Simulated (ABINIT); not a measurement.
Entries from a set of simulations; values are calculated unless marked as measured.

**Ba2MgH6 (P-3m1): one start, several treatments of the self-energy**

It takes space group P-3m1 (No. 164, trigonal). The conventional cell has a = 5.718 Å, b = 5.718 Å, c = 4.538 Å, α = 90.00°, β = 90.00°, γ = 120.00°. Ba has 12 H at 2.75 to 2.87 Å nearest. Mg has 6 H at 1.97 Å nearest. Nearest to H lie 1 Mg at 1.97 Å and 4 H at 2.65 to 2.80 Å and 4 Ba at 2.75 to 2.87 Å. Farther neighbours, and contacts between anions beyond the nearest, are not listed.

| Property | Result |
| --- | --- |
| method | RPA screening on LDA, plane waves, norm-conserving pseudopotentials (and 3 further levels or steps) |
| program | ABINIT 10.8.3 |
| settings | cutoff 38 Ha, PseudoDojo scalar-relativistic 0.4.1 standard, norm-conserving, ngkpt (3, 3, 2), nband 115, ecuteps 4.5 Ha, gwcalctyp 1, nfreqim 16, inclvkb 2, shiftk (0, 0, 0), symchi 1, awtr 1, frequency ac, 3×3×2 k-mesh |
| cost | 11 runs, 6.9 min in all on 4 MPI ranks of Arm Neoverse V1, shared host |
| notes | The program’s warnings: nkpt*nsppol () is not a multiple of nproc spkpt (). The cell and positions are those that the Materials Project relaxed with its own functionals (PBE, PBE+U or r2SCAN), kept fixed. Limits: no spin-orbit coupling. The 3×3×2 mesh is coarse for this cell, which bears on the long-range parts of exchange and screening. |
| G0W0, Godby-Needs plasmon pole | 4.203 eV |
| G0W0, Hybertsen-Louie plasmon pole | 4.044 eV |
| G0W0, von der Linden-Horsch plasmon pole | 4.250 eV |
| G0W0, Engel-Farid plasmon pole | 4.188 eV |
| one-shot Hartree-Fock | 9.851 eV |
| G0W0, contour deformation | 4.136 eV |
| G0W0, analytic continuation | 4.156 eV |
| known limits | short of the basis limit; no spin-orbit coupling; coarse k mesh |

G0W0, Hybertsen-Louie plasmon pole: −0.159 eV against G0W0, Godby-Needs plasmon pole. G0W0, von der Linden-Horsch plasmon pole: +0.047 eV against G0W0, Godby-Needs plasmon pole.

[Paths, hosts, dates, memory and timing lines, banners, echoed tables and standing remarks are left out of the program output; an Ansatz launch command may be rebuilt from the run's recorded settings. Measured values are a selection of at most five: reports struck by readers or far from the other reports are left out. None is set beside runs whose start may be inverted or whose files or cutoffs have a known fault.]

[Runs of the session that timed out or met a known fault of the program may be left out.]

[Hosts, paths, dates, database ids (printed as entryN), source tags and the programs' standing remarks are cut or masked in the printed files.]

[G0W0 gaps are taken among the corrected bands and points alone; a level outside them can change the order at an edge.]

[Where Ansatz stands beside ABINIT at settings called matched, ABINIT's density can come from a denser mesh and the files from another edition; pairs whose starting gaps differed by over 0.03 eV were left out, so agreement reads better than it is.]
